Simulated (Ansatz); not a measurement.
# What KVSe3 in P4mm, a phase reached by a soft mode distorts into, part 2 of 2

Wanted: the energy along a soft mode of KVSe3 in P4mm, a phase reached by a soft mode and the structure at the end.

Ansatz 0.2.0; DFT PBEsol, scalar-relativistic, plane waves, PAW; PAW set soft_1.

So far. Step 4 (The mode frozen in, largest atomic shift 0.22 Å): The run ends at a pressure of 0.16 GPa, with forces up to 0.25 eV/Å. Step 5 (Energy along the mode, all amplitudes (two of the runs …): The lowest of the steps tried is at 0.22 Å, 7.18 meV/atom below the parent; the bottom of the well need not coincide with a step.

The structure was built from a prototype and need not be the compound's stable phase.

### Step 6. Relaxation from the frozen mode

Starting from the lowest point found, all atoms and the cell are let go, so that strain and other modes of the same symmetry can join in.

Contents of input.yaml:

```yaml
crystal:
  lattice:
    - [4.6636674864, 0.0, 0.0]
    - [0.0, 4.6636674864, 0.0]
    - [0.0, 0.0, 5.6622121893]
  atoms:
    - { symbol: K, position: [0.0, 0.0082495376, 0.9797117282] }
    - { symbol: V, position: [0.5, 0.5389172768, 0.6001800971] }
    - { symbol: Se, position: [0.5, 0.0039427359, 0.4754561654] }
    - { symbol: Se, position: [0.5, 0.5140419093, 0.9877865941] }
    - { symbol: Se, position: [0.0, 0.4528268255, 0.4754561654] }
kpoints:
  mp_grid: { grid: [8, 8, 6] }
hamiltonian:
  xc: pbesol
  pseudopotentials: { kind: paw, azcp: { folder: soft_1 }, xc_functional: pbe }
scf:
  occupations: { method: methfessel_paxton, width: 0.2 }
output:
  forces: true
  stress: true
  eigenvalues: true
relax:
  adjacent_minimum: "off"
  f_tol: 0.002
  max_steps: 120
  cell: { stress_tol: 0.03 }
```

Started as:

```console
ansatz run input.yaml --threads 8 --pin off --max-ram 16384MiB --backend cpu --events-out ev --progress --plain --runs-dir out
```

Numbers of over 12 decimals in the logs are rounded to 6 here.

The log of the run:

```text
[...]
Crystal: 5 atoms, lattice volume = 123.152 Å³
Basis set: ecut = 420 eV, 2411 PW (Γ), exchange–correlation on 64×64×80 points (8 copies of the dense FFT grid, shifted against one another)
Bands: 42, of which v1, the nominal top of the filled ones, is band 35 counted from 1 (34 counted from 0)
Symmetry: 2 space group operations
[...]
k-points: 130 of 384 (time reversal used)
[...]
SCF iter   1: F=—  HF=-20683.921369 eV  |F-HF|=—  |Δ(HF+E_count)|=         —  Δρ=2.09e-1  dr2=9.62e1  ethr=3.10e-3  ⟨swp⟩=7.1  Hψ=20513  notcnv=0
[...]
SCF iter  12: F=-20677.328825 eV  HF=-20677.328825 eV  |F-HF|=5.89e-8  |Δ(HF+E_count)|=   2.21e-8  S|Δr|=    0.00e0  Δρ=5.66e-6  dr2=9.96e-8  ethr=1.43e-10  ⟨swp⟩=8.4  Hψ=24833  notcnv=0
SCF 1 converged in 12 iterations: F = -20677.328825 eV  dr2 = 9.96e-8
[...]
relax step   1: F+E_penalty+E_count = -20677.32882536 eV  Δ(F+E_penalty+E_count) = +0.000e0 eV  max|allowed force component| = 2.476e-1 eV/Å  Δτ_max = 0.0000 Å  P = +0.162 GPa  Ω = 123.152 Å³  (12 SCF iters, dr2 threshold 1.00e-7 eV, accepted)
Crystal: 5 atoms, lattice volume = 123.060 Å³
Basis set: ecut = 420 eV, 2409 PW (Γ), exchange–correlation on 64×64×80 points (8 copies of the dense FFT grid, shifted against one another)
[...]
iter 1 solved again at ethr=3.43e-5 eV; its pass at ethr=3.10e-3 eV (dr2=2.40e-2 eV) is discarded
[...]
SCF iter   6: F=-20677.367485 eV  HF=-20677.367485 eV  |F-HF|=7.34e-8  |Δ(HF+E_count)|=   4.21e-7  S|Δr|=    0.00e0  Δρ=1.29e-5  dr2=1.24e-7  ethr=7.14e-10  ⟨swp⟩=7.0  Hψ=25309  notcnv=0
SCF 2 converged in 6 iterations: F = -20677.367485 eV  dr2 = 1.24e-7
relax step   2: F+E_penalty+E_count = -20677.36748459 eV  Δ(F+E_penalty+E_count) = -3.866e-2 eV  max|allowed force component| = 2.676e-1 eV/Å  Δτ_max = 0.0844 Å  P = +0.066 GPa  Ω = 123.060 Å³  energy of the carried Pulay correction = +1.532e-5 eV  (6 SCF iters, dr2 threshold 5.00e-7 eV, accepted)
Crystal: 5 atoms, lattice volume = 123.699 Å³
Basis set: ecut = 420 eV, 2421 PW (Γ), exchange–correlation on 64×64×80 points (8 copies of the dense FFT grid, shifted against one another)
[...]
SCF iter   6: F=-20677.378148 eV  HF=-20677.378148 eV  |F-HF|=5.71e-9  |Δ(HF+E_count)|=   3.06e-8  S|Δr|=    0.00e0  Δρ=5.57e-6  dr2=3.04e-8  ethr=7.14e-10  ⟨swp⟩=6.5  Hψ=24566  notcnv=0
SCF 3 converged in 6 iterations: F = -20677.378148 eV  dr2 = 3.04e-8
relax step   3: F+E_penalty+E_count = -20677.37814753 eV  Δ(F+E_penalty+E_count) = -1.066e-2 eV  max|allowed force component| = 2.547e-1 eV/Å  Δτ_max = 0.0244 Å  P = -0.032 GPa  Ω = 123.699 Å³  energy of the carried Pulay correction = -9.044e-5 eV  (6 SCF iters, dr2 threshold 5.00e-7 eV, accepted)
[... from here on, the SCF cycles and remarks between the steps are left out ...]
relax step   4: F+E_penalty+E_count = -20677.38597839 eV  Δ(F+E_penalty+E_count) = -7.831e-3 eV  max|allowed force component| = 1.328e-1 eV/Å  Δτ_max = 0.0297 Å  P = +0.000 GPa  Ω = 124.638 Å³  energy of the carried Pulay correction = -2.449e-4 eV  (6 SCF iters, dr2 threshold 5.00e-7 eV, accepted)
relax step   5: F+E_penalty+E_count = -20677.38936530 eV  Δ(F+E_penalty+E_count) = -3.387e-3 eV  max|allowed force component| = 4.211e-2 eV/Å  Δτ_max = 0.0632 Å  P = +0.052 GPa  Ω = 125.165 Å³  energy of the carried Pulay correction = -3.310e-4 eV  (6 SCF iters, dr2 threshold 5.00e-7 eV, accepted)
relax step   6: F+E_penalty+E_count = -20677.38962934 eV  Δ(F+E_penalty+E_count) = -2.640e-4 eV  max|allowed force component| = 3.561e-2 eV/Å  Δτ_max = 0.0245 Å  P = -0.007 GPa  Ω = 125.424 Å³  energy of the carried Pulay correction = -3.732e-4 eV  (6 SCF iters, dr2 threshold 1.11e-7 eV, accepted)
relax step   7: F+E_penalty+E_count = -20677.38998576 eV  Δ(F+E_penalty+E_count) = -3.564e-4 eV  max|allowed force component| = 1.022e-2 eV/Å  Δτ_max = 0.0082 Å  P = -0.011 GPa  Ω = 125.404 Å³  energy of the carried Pulay correction = -3.700e-4 eV  (5 SCF iters, dr2 threshold 7.92e-8 eV, accepted)
relax step   8: F+E_penalty+E_count = -20677.39004488 eV  Δ(F+E_penalty+E_count) = -5.912e-5 eV  max|allowed force component| = 5.901e-3 eV/Å  Δτ_max = 0.0038 Å  P = -0.003 GPa  Ω = 125.205 Å³  energy of the carried Pulay correction = -3.376e-4 eV  (6 SCF iters, dr2 threshold 6.53e-9 eV, accepted)
relax step   9: F+E_penalty+E_count = -20677.39008833 eV  Δ(F+E_penalty+E_count) = -4.346e-5 eV  max|allowed force component| = 3.254e-3 eV/Å  Δτ_max = 0.0034 Å  P = -0.004 GPa  Ω = 125.213 Å³  energy of the carried Pulay correction = -3.387e-4 eV  (6 SCF iters, dr2 threshold 2.18e-9 eV, accepted)
relax step  10: F+E_penalty+E_count = -20677.39010901 eV  Δ(F+E_penalty+E_count) = -2.068e-5 eV  max|allowed force component| = 2.784e-3 eV/Å  Δτ_max = 0.0024 Å  P = +0.005 GPa  Ω = 125.187 Å³  energy of the carried Pulay correction = -3.346e-4 eV  (6 SCF iters, dr2 threshold 6.62e-10 eV, accepted)
relax step  11: F+E_penalty+E_count = -20677.39011244 eV  Δ(F+E_penalty+E_count) = -3.429e-6 eV  max|allowed force component| = 1.559e-3 eV/Å  Δτ_max = 0.0024 Å  P = -0.002 GPa  Ω = 125.204 Å³  energy of the carried Pulay correction = -3.374e-4 eV  (6 SCF iters, dr2 threshold 4.85e-10 eV, accepted)
[...]
SCF iter   8: F=-20677.390997 eV  HF=-20677.390997 eV  |F-HF|=0.00e0  |Δ(HF+E_count)|=  4.00e-11  S|Δr|=    0.00e0  Δρ=6.66e-8  dr2=8.20e-12  ethr=1.00e-12  ⟨swp⟩=5.5  Hψ=24487  notcnv=0
SCF 12 converged in 8 iterations: F = -20677.390997 eV  dr2 = 8.20e-12
relax step  12: F+E_penalty+E_count = -20677.39099708 eV  Δ(F+E_penalty+E_count) = -8.846e-4 eV  max|allowed force component| = 1.600e-3 eV/Å  Δτ_max = 0.0000 Å  P = +0.006 GPa  Ω = 125.204 Å³  stress off target by 2.52e-2 GPa  SCF on the basis re-selected at this cell (its energy is not comparable with the rows above)  (8 SCF iters)
basis re-selected at this cell: Δ(F+E_penalty+E_count) = -8.846e-4 eV, ΔP = +0.009 GPa vs the last step (what re-selecting the basis moved, of the pressure what is left beyond the Pulay correction that the steps carried, after the strain that the cell walked since its last selection, with what the two solves' SCF thresholds leave and, on support functions, any second-order correction that the steps lacked; it is no m [...]
SCF converged after 8 iterations
[...]
Free energy (F): -20677.390997 eV
[...]
Internal energy: -20677.395830 eV  (E = F + TS)
E sigma→0 (E₀):  -20677.392205 eV
Entropy (-TS):   0.004833 eV (0.967 meV/atom)
Fermi energy:    7.502210 eV
Step filling:    the computed levels leave a gap of 0.0079 eV = 0.0 smearing widths at the electron count; against every level under it full and every level over it empty, smearing changes F+E_penalty+E_count by +3.844 meV and its σ→0 estimate by +2.635 meV
[...]
--- Forces (eV/Å), atoms counted from 1 ---
  atom   1  K      0.00000000     0.00019449    -0.00019415
  atom   2  V      0.00000000     0.00073394     0.00160079
  atom   3  Se     0.00000000     0.00094887     0.00039306
  atom   4  Se     0.00000000    -0.00035783    -0.00143913
  atom   5  Se     0.00000000    -0.00151779    -0.00035861
  max |Σ_I F_I| component: 1.96e-6 eV/Å
--- Stress (GPa, compression-positive) ---
       -0.000081       0.000000       0.000000
        0.000000       0.008937       0.015389
        0.000000       0.015389       0.010604
  P = ⅓ Tr σ = 0.0065 GPa (0.065 kbar)
--- Band table (eV; the first three rows and the last of 130) ---
  k-point 0: bands = [... 31 lower, 5.2607, 5.6369, 5.9932, 6.7958, 7.6036, 8.5827, 8.9524, 9.4490, ... 3 higher]
  k-point 1: bands = [... 31 lower, 5.2447, 5.5842, 5.9894, 6.7583, 7.6379, 8.5720, 9.0106, 9.3147, ... 3 higher]
  k-point 2: bands = [... 31 lower, 5.2127, 5.4620, 5.9829, 6.7291, 7.7112, 8.5631, 9.0301, 9.3151, ... 3 higher]
  k-point 129: bands = [... 31 lower, 4.7893, 6.5673, 6.7339, 7.6171, 7.6433, 8.0404, 8.7089, 8.9173, ... 3 higher]
--- Relaxed structure (11 steps of the walk, 11 accepted, 1 SCFs on fresh bases) ---
  F+E_penalty+E_count = -20677.39099708 eV   max|allowed force component| = 1.600e-3 eV/Å   (the final SCF, on the basis selected at the relaxed cell)
  cell:  # Å, volume = 125.2042 Å³
    - [4.522575, 0.0, 0.0]
    - [0.0, 4.769697, 0.211898]
    - [0.0, 0.257268, 5.815627]
  atoms:
    - { symbol: K, position: [0.0, 0.00251737, 0.996821] }
    - { symbol: V, position: [0.5, 0.551351, 0.596012] }
    - { symbol: Se, position: [0.5, 0.015483, 0.480274] }
    - { symbol: Se, position: [0.5, 0.507119, 0.977080] }
    - { symbol: Se, position: [0.0, 0.441508, 0.468404] }
```

Elapsed: 96 s, on 8 threads of Arm Neoverse V2, shared host; peak memory 0.92 GiB.

Step by step:

```tsv
step	energy less that of the first step (eV)	largest force component (eV/Å)	pressure (GPa)	volume (Å³)
1	0.0000	0.2476	0.16	123.15
2	-0.0387	0.2676	0.07	123.06
3	-0.0493	0.2547	-0.03	123.70
4	-0.0572	0.1328	0.00	124.64
5	-0.0605	0.0421	0.05	125.17
6	-0.0608	0.0356	-0.01	125.42
7	-0.0612	0.0102	-0.01	125.40
8	-0.0612	0.0059	0.00	125.21
9	-0.0613	0.0033	0.00	125.21
10	-0.0613	0.0028	0.01	125.19
11	-0.0613	0.0016	0.00	125.20
12*	-0.0622	0.0016	0.01	125.20
```

Relaxation steps marked * repeat the geometry before them on a plane-wave basis chosen anew for their cell, so energy and pressure can jump there.

The run keeps the 2 symmetry operations that it works with, so distortions that break them were not tested.

```tsv
cell as run	before	after	change
a (Å)	4.664	4.523	-3.0 %
b (Å)	4.664	4.774	+2.4 %
c (Å)	5.662	5.821	+2.8 %
α (°)	90.00	84.92	-5.6 %
volume (Å³/atom)	24.63	25.04	+1.7 %
```

The atoms that moved most (Å, as changes of fractional coordinates times the final cell):

```tsv
atom	dx	dy	dz	length
K1	0.000	-0.023	0.098	0.101
Se4	0.000	-0.036	-0.064	0.073
Se5	0.000	-0.056	-0.043	0.071
Se3	0.000	0.056	0.030	0.064
V2	0.000	0.058	-0.022	0.062
```

Final coordinates:

```xyz
5
Lattice="4.5226 0.0000 0.0000 0.0000 4.7697 0.2119 0.0000 0.2573 5.8156" Properties=species:S:1:pos:R:3 pbc="T T T"
K     0.0000    0.2685    5.7977
V     2.2613    2.7831    3.5830
Se    2.2613    0.1974    2.7964
Se    2.2613    2.6702    5.7898
Se    0.0000    2.2264    2.8176
```

Numbers from this step:

- pressure: 0.006487 GPa
- volume per atom: 25.04 Å³

The distorted start has space group Pm; the relaxation ends in Pm.

### Step 7. The new phase in its own primitive cell

The relaxed structure is symmetrised, reduced to its primitive cell and relaxed tightly, as its phonons need.

input.yaml, the sections that differ from step 6:

```yaml
crystal:
  lattice:
    - [4.7744017636, 0.0, 0.0]
    - [0.0, 4.5225746147, 0.0]
    - [-0.5151249469, 0.0, 5.7984783681]
  atoms:
    - { symbol: K, position: [0.0025173705, 0.0, 0.0031793808] }
    - { symbol: V, position: [0.5513514191, 0.5, 0.4039875327] }
    - { symbol: Se, position: [0.0154826482, 0.5, 0.5197256792] }
    - { symbol: Se, position: [0.5071193319, 0.5, 0.0229204795] }
    - { symbol: Se, position: [0.4415075155, 0.0, 0.5315961777] }
relax:
  adjacent_minimum: "off"
  f_tol: 0.001
  max_steps: 60
  cell: { stress_tol: 0.01 }
# kpoints, hamiltonian, scf, output: as in step 6
```

The log of the run:

```text
[...]
Crystal: 5 atoms, lattice volume = 125.204 Å³
Basis set: ecut = 420 eV, 2425 PW (Γ), exchange–correlation on 64×64×80 points (8 copies of the dense FFT grid, shifted against one another)
Bands: 42, of which v1, the nominal top of the filled ones, is band 35 counted from 1 (34 counted from 0)
Symmetry: 2 space group operations
[...]
k-points: 130 of 384 (time reversal used)
[...]
- [4.775207, -1.3289696397029067e-18, -0.00598515]
    - [-1.2588727664375333e-18, 4.520824, 9.03265003123925e-19]
    - [-0.522481, 1.3014797653330242e-18, 5.804340]
  atoms:
    - { symbol: K, position: [0.0019909, -1.0520234918535711e-19, 0.00280984] }
    - { symbol: V, position: [0.551624, 0.500000, 0.403990] }
    - { symbol: Se, position: [0.015902, 0.500000, 0.519803] }
    - { symbol: Se, position: [0.506667, 0.500000, 0.023249] }
    - { symbol: Se, position: [0.441795, 0, 0.531557] }
[key lines of the parts left out:]
SCF converged after 6 iterations
Free energy (F): -20677.391016 eV
Fermi energy:    7.494588 eV
P = ⅓ Tr σ = 0.0019 GPa (0.019 kbar)
```

Run time: 39 s. Hardware: 8 threads; peak memory 0.89 GiB.

Relaxation path:

```tsv
step	energy less that of the first step (eV)	largest force component (eV/Å)	pressure (GPa)	volume (Å³)
1	0.0000	0.0015	0.01	125.20
2	0.0000	0.0024	0.00	125.23
3	0.0000	0.0028	-0.01	125.30
4	0.0000	0.0008	0.00	125.29
5*	0.0000	0.0008	0.00	125.29
```

Relaxation steps marked * repeat the geometry before them on a plane-wave basis chosen anew for their cell, so energy and pressure can jump there.

The run keeps the 2 symmetry operations that it works with, so distortions that break them were not tested.

```tsv
cell as run	before	after	change
a (Å)	4.774	4.775	+0.0 %
b (Å)	4.523	4.521	-0.0 %
c (Å)	5.821	5.828	+0.1 %
β (°)	95.08	95.22	+0.1 %
volume (Å³/atom)	25.04	25.06	+0.1 %
```

The relaxed structure:

```xyz
5
Lattice="4.7752 0.0000 -0.0060 0.0000 4.5208 0.0000 -0.5225 0.0000 5.8043" Properties=species:S:1:pos:R:3 pbc="T T T"
K     0.0080    0.0000    0.0163
V     2.4230    2.2604    2.3416
Se   -0.1957    2.2604    3.0170
Se    2.4073    2.2604    0.1319
Se    1.8319    0.0000    3.0827
```

Numbers from this step:

```
pressure        : 0.001860 GPa
volume per atom : 25.06 Å³
```

The largest force component left is 0.78 meV/Å and the pressure is 0.002 GPa, within the tolerances set. The cell now holds 25.06 Å³/atom.

### Step 8. Modes of the new phase

A relaxed structure may still be a saddle point, so its zone-centre modes are computed. No field response is asked, since the mesh shows no gap.

input.yaml, the sections that differ from step 7:

```yaml
crystal:
  lattice:
    - [4.7752068103, 0.0, -0.0059851472]
    - [0.0, 4.5208238685, 0.0]
    - [-0.5224807263, 0.0, 5.8043397119]
  atoms:
    - { symbol: K, position: [0.001990904, 0.0, 0.0028098447] }
    - { symbol: V, position: [0.5516235971, 0.5, 0.4039900534] }
    - { symbol: Se, position: [0.0159017314, 0.5, 0.5198032812] }
    - { symbol: Se, position: [0.5066668189, 0.5, 0.0232492997] }
    - { symbol: Se, position: [0.4417952338, 0.0, 0.5315567709] }
output:
  eigenvalues: true
phonons:
  method: dfpt
# kpoints, hamiltonian, scf: as in step 7
# relax: removed
```

The log of the run:

```text
[...]
Crystal: 5 atoms, lattice volume = 125.289 Å³
Basis set: ecut = 420 eV, 2425 PW (Γ), exchange–correlation on 64×64×80 points (8 copies of the dense FFT grid, shifted against one another)
Bands: 42, of which v1, the nominal top of the filled ones, is band 35 counted from 1 (34 counted from 0)
Symmetry: 2 space group operations
k-points: 130 of 384 (time reversal used)
[...]
SCF iter   1: F=—  HF=-20683.910080 eV  |F-HF|=—  |Δ(HF+E_count)|=         —  Δρ=2.05e-1  dr2=9.45e1  ethr=3.10e-3  ⟨swp⟩=7.1  Hψ=20594  notcnv=0
[...]
SCF iter  18: F=-20677.391016 eV  HF=-20677.391016 eV  |F-HF|=7.28e-12  |Δ(HF+E_count)|=    0.00e0  S|Δr|=    0.00e0  Δρ=5.87e-8  dr2=8.58e-12  ethr=1.00e-12  ⟨swp⟩=9.6  Hψ=28106  notcnv=0
SCF 1 converged in 18 iterations: F = -20677.391016 eV  dr2 = 8.58e-12
[...]
SCF converged after 18 iterations
[...]
Free energy (F): -20677.391016 eV
[...]
Internal energy: -20677.395786 eV  (E = F + TS)
E sigma→0 (E₀):  -20677.392209 eV
Entropy (-TS):   0.004770 eV (0.954 meV/atom)
Fermi energy:    7.494589 eV
[...]
--- Band table (eV; the first three rows and the last of 130) ---
  k-point 0: bands = [... 31 lower, 5.2540, 5.6313, 5.9843, 6.7913, 7.6000, 8.5738, 8.9461, 9.4493, ... 3 higher]
  k-point 1: bands = [... 31 lower, 5.2386, 5.5786, 5.9804, 6.7521, 7.6335, 8.5645, 9.0038, 9.3120, ... 3 higher]
  k-point 2: bands = [... 31 lower, 5.2076, 5.4552, 5.9739, 6.7203, 7.7051, 8.5572, 9.0241, 9.3059, ... 3 higher]
  k-point 129: bands = [... 31 lower, 4.7845, 6.5560, 6.7209, 7.6079, 7.6336, 8.0337, 8.7031, 8.9038, ... 3 higher]
[...]
ASR residual: 7.295e-5 → 0.000e0 eV/Å²; symmetrization residual: 6.328e-6 eV/Å²
  ASR residual per site (eV/Å²): 1.83e-5 9.81e-6 5.73e-5 2.65e-5 7.30e-5
[...]
```

The job ended after 2.3 min (8 threads; peak memory 2.4 GiB).

This step gave:

```yaml
sum_rule_residual_before_enforcement: 7.30e-5 eV/Å²
point_group: m
highest_optical_mode_at_the_zone_centre_no_lo_to_term: 376.0 cm⁻¹
lowest_optical_zone_centre_mode: 57.68 cm⁻¹
```

Patterns of degenerate modes are one choice out of their space. The modes at Γ (shares of kinetic energy by element, %):

```tsv
mode	frequency (cm⁻¹)	symmetry	K %	V %	Se %
1	0.0	acoustic	12	16	72
2	0.0	acoustic	12	16	72
3	0.0	acoustic	12	16	72
4	57.7	A'	20	1	79
5	63.5	A'	78	3	19
6	64.7	A''	20	1	80
7	91.1	A'	18	4	79
8	115.1	A''	32	23	45
9	116.8	A'	2	16	81
10	134.6	A''	36	8	55
11	135.3	A'	56	1	43
12	157.4	A'	2	17	82
13	235.4	A''	0	53	47
14	293.8	A'	0	61	39
15	376.0	A'	0	66	34
```

Displacements in mode 4 (57.7 cm⁻¹), the largest set to 1:
```
K1   0.94  0.00 -0.82
V2  -0.29  0.00  0.04
Se3 -0.52  0.00  0.92
Se4  1.00  0.00  0.07
Se5 -0.76  0.00 -0.60
```

Displacements in mode 15 (376.0 cm⁻¹), the largest set to 1:
```
K1   0.00  0.00 -0.01
V2  -0.06  0.00  1.00
Se3  0.00  0.00 -0.02
Se4  0.01  0.00 -0.57
Se5  0.02  0.00 -0.04
```

Before it was imposed, the acoustic sum rule was missed by 7.3e-5 eV/Å². Small misses are needed for a sound result but don't prove that mesh and cutoff are converged. The lowest optical mode is real, 57.7 cm⁻¹.

### Step 9. The phases reached

The phases reached along the modes that were followed are set side by side.

Energies are those of the first relaxation, on the mesh of the frozen mode; space group, volume and gap are those of the last relaxation. Phases, by row:

```tsv
mode frozen in	space group	energy from parent (meV/atom)	volume (Å³/atom)	gap on mesh (eV)	lowest zone-centre optical mode (cm⁻¹)	largest shift (Å)
parent	P4mm	0	24.63	0	–	–
q = (0, 0, 0), 77i cm⁻¹	Cm	-10.36	24.98	0	-60.4	0.177
q = (0, 0, 0), 77i cm⁻¹	Pm	-19.83	25.06	0	57.7	0.303
```

### Step 10. What came out

* unstable mode of the parent: q = (0, 0, 0), 77i cm⁻¹
* depth at the lowest point sampled: 7.18 meV/atom
* largest atomic shift at that point: 0.22 Å
* space group reached (within 0.01 Å): Pm
* energy gained over the parent (first relaxation, on the mesh of the frozen mode): 19.8 meV/atom
* volume per atom, phase reached: 25.1 Å³
* lowest optical zone-centre mode, phase reached: 57.7 cm⁻¹
* highest optical mode at the zone centre (no LO-TO term), phase reached: 376 cm⁻¹

In words: Along this mode the structure falls into Pm, 19.8 meV/atom below the parent. At the parent's cell the well is 7.179 meV/atom deep on the steps tried, with its lowest point at a shift of 0.22 Å. Relaxing atoms and cell changes the gain by +12.65 meV/atom against the lowest step (energies at zero smearing). Most of the total comes from this relaxation. The new phase has no imaginary mode at the zone centre of its cell; other wavevectors were not checked. Of the 2 patterns followed to their end from this parent, this one reaches the lowest energy. Each path keeps the symmetry of its pattern, so a lower phase may lie along a pattern not tried. With no gap, or one that is small against the smearing, the frequencies hang on the k mesh and the smearing, most of all near Kohn anomalies. The phonon runs are without spin polarisation, although V often carries a moment. The PAW files were made for PBE and serve the other functionals too. The starting cell was built on a prototype and not taken from a measurement, so the phase need not exist.

[Logs are printed without paths, hosts, clocks, repeated set-up lines and the standing remarks that a program may print on its own settings, such as how far it seeks lower states.]

[Hosts, paths, dates, database ids (printed as entryN), source tags and the programs' standing remarks are cut or masked in the printed files.]
